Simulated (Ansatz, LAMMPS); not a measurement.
# Glassy Na2Si4O9 (90 atoms) under strain: runs compared

Aim: relax glassy Na2Si4O9 (90 atoms), then change its volume and shape to read moduli from the stress.

Computed with Ansatz 0.2.0: Kohn-Sham DFT, PBE, PAW (set soft_2), plane waves.

### Step 1. The cell as built

The cell holds 90 atoms: 12 Na, 54 O and 24 Si. Cell: a = 10.817 Å, b = 10.817 Å, c = 10.817 Å, α = 90.0°, β = 90.0°, γ = 90.0°. 90 atoms (12 Na, 54 O, 24 Si) placed at random at 2.38 g/cm³, melted at 4500 K for 20 ps at fixed volume with the Morse and Coulomb pair potential with partial charges (Pedone, Malavasi, Menziani, Cormack and Segre, J. Phys. Chem. B 110, 11780 (2006)). Quenched from 4500 K to 300 K at 10 K/ps and fixed volume, held 5 ps.

What the set-up can't give: The quench rate of 10 K/ps is orders of magnitude faster than experiment, which tends to freeze in extra defects. The starting topology of bonds comes from the classical model, and needn't be the one that DFT or experiment would give. The Brillouin zone is sampled at Γ only.

### Step 2. The reference run

The reference is a single point at the end of the relaxation.

Every strained cell starts from the geometry of this run, and its atoms are relaxed with the cell held.

Its input, with most atom lines left out:

```yaml
crystal:
  lattice:
    - [11.01339, 0.49142, 0.08317]
    - [0.49142, 10.4168, -0.0434]
    - [0.08317, -0.0434, 11.25809]
  atoms:
    - { symbol: Na, position: [0.78198, 0.99294, 0.50105] }
    - { symbol: Na, position: [0.95018, 0.77372, 0.89576] }
    - { symbol: Na, position: [0.51202, 0.94401, 0.07996] }
    - { symbol: Na, position: [0.3559, 0.24632, 0.94785] }
    - { symbol: Na, position: [0.39939, 0.09393, 0.31192] }
    - { symbol: Na, position: [0.30393, 0.82028, 0.27243] }
    - { symbol: Na, position: [0.94945, 0.03694, 0.70695] }
    [... atom lines 8 to 90 left out ...]
kpoints:
  mp_grid: { grid: [1, 1, 1] }
hamiltonian:
  xc: pbe
scf:
  occupations: { method: fermi_dirac, width: 0.025 }
output:
  forces: true
  stress: true
  populations: true
  dos:
    method: { smearing: { sigma: 0.15 } }
    de: 0.1
    projected: { site_lists: { Na: [Na], O: [O], Si: [Si] } }
  eigenvalues: true
  write_density: true
  write_potential: true
  volumetric_format: npy
```

```
free energy per atom   : -709.2717 eV/atom
r.m.s. force component : 0.00213 eV/Å
pressure               : 0.002477 GPa
```

Filled and empty levels are parted by 3.55 eV (at Γ alone); a semilocal functional tends to put such gaps too low. In a disordered cell it changes from sample to sample, and tail or defect levels can set it.

### Step 3. The runs

Each row is one run, on 4 threads of Arm Neoverse V1, shared host. The free energy is the program's total, comparable only between runs with the same functional, potentials and atoms.

```tsv
run	atoms	outcome	ionic steps, all passes	free energy (eV)	time	host memory (GiB)
Single point at the start	90	converged	-	-63824.479	12 s	1.5
Cell and atoms relaxed	90	converged	31	-63834.452	7.2 min	1.5
Single point at the relaxed geometry	90	converged	-	-63834.452	21 s	1.5
Volume -3 %	90	converged	6	-63834.290	89 s	1.5
Volume +3 %	90	converged	6	-63834.306	94 s	1.6
Volume -6 %	90	converged	9	-63833.792	2 min	1.5
Volume +6 %	90	converged	8	-63833.886	2.1 min	1.6
Volume -10 %	90	converged	8	-63832.569	1.8 min	1.4
Stretched by 1 % along x	90	converged	5	-63834.424	74 s	1.6
Compressed by 1 % along x	90	converged	5	-63834.412	75 s	1.5
Sheared by 2 % in xy	90	converged	7	-63834.411	1.8 min	1.6
```

In some runs the program notes that the exchange-correlation potential is rough where the density is thin and the SCF threshold is loose for the stress.

### Step 4. Pressure against volume

Atoms are relaxed at each volume, in the scaled cell.

```tsv
volume change (%)	volume (Å³/atom)	energy change (meV/atom)	pressure (GPa)	largest move on relaxing (Å)	bonds	gap (eV)
-10	12.888	20.92	4.94	0.61	155	3.67
-6	13.460	7.33	2.77	0.33	151	3.64
-3	13.890	1.80	1.34	0.13	150	3.60
+0	14.320	0.00	0.00	-	148	3.55
+3	14.749	1.61	-1.17	0.13	148	3.49
+6	15.179	6.28	-2.24	0.33	143	3.44
```

### Step 5. Uniaxial strain and shear

Stress (GPa, compression positive) less that of the relaxed cell, atoms relaxed:

```tsv
strain	xx	yy	zz	xy	energy change (meV/atom)
stretched by 1 % along x	-0.751	-0.200	-0.177	0.009	0.30
compressed by 1 % along x	0.836	0.260	0.230	0.001	0.44
sheared by 2 % in xy	-0.041	0.074	0.083	-0.583	0.45
```

### Step 6. Findings

The bulk modulus, from the slope of pressure against ln V over the three points nearest the relaxed volume, is 41.8 GPa; a quadratic over all points gives a pressure derivative of about 2.4. The count of bonds runs from 143 to 155 over the series, so at some points contacts cross the cutoffs. At -10 % some atom moved by over 0.5 Å on relaxing, so that point may sit in another local minimum. The gap goes from 3.67 eV at the smallest volume to 3.44 eV at the largest, -1.5 eV per unit of ln V by a straight line, on the run's k-points. In the Cartesian axes of the cell, finite differences give C11 = 79.4, C12 = 23.0, C13 = 20.3 and C66 = 29.2 GPa (the shear of 2 % is the engineering strain, εxy = 0.01). The mean of C11, C12 and C13, which equals the bulk modulus in a cubic or isotropic solid, is 40.9 GPa: it agrees with the bulk modulus within 10 %. For an isotropic solid C66 would equal (C11 − C12)/2 = 28.2 GPa; so small a sample needn't be isotropic, and C66 rests on one shear. With the bulk modulus and C66 as K and G, Young's modulus would be about 71 GPa and Poisson's ratio 0.22.

Caveats: Strains are finite and relaxations stop at the force tolerance of the input, which can leave moduli too stiff; they are those of a static cell at zero temperature. Volumes are changed with the cell's shape held, so in an anisotropic solid the modulus lies over the one under free hydrostatic load. The program notes that the SCF threshold of the relaxations is loose for the stress.

The DFT runs together took 21 min of wall time.

[Logs are printed without paths, hosts, clocks, repeated set-up lines and the standing remarks that a program may print on its own settings, such as how far it seeks lower states.]

[Hosts, paths, dates, database ids (printed as entryN), source tags and the programs' standing remarks are cut or masked in the printed files.]
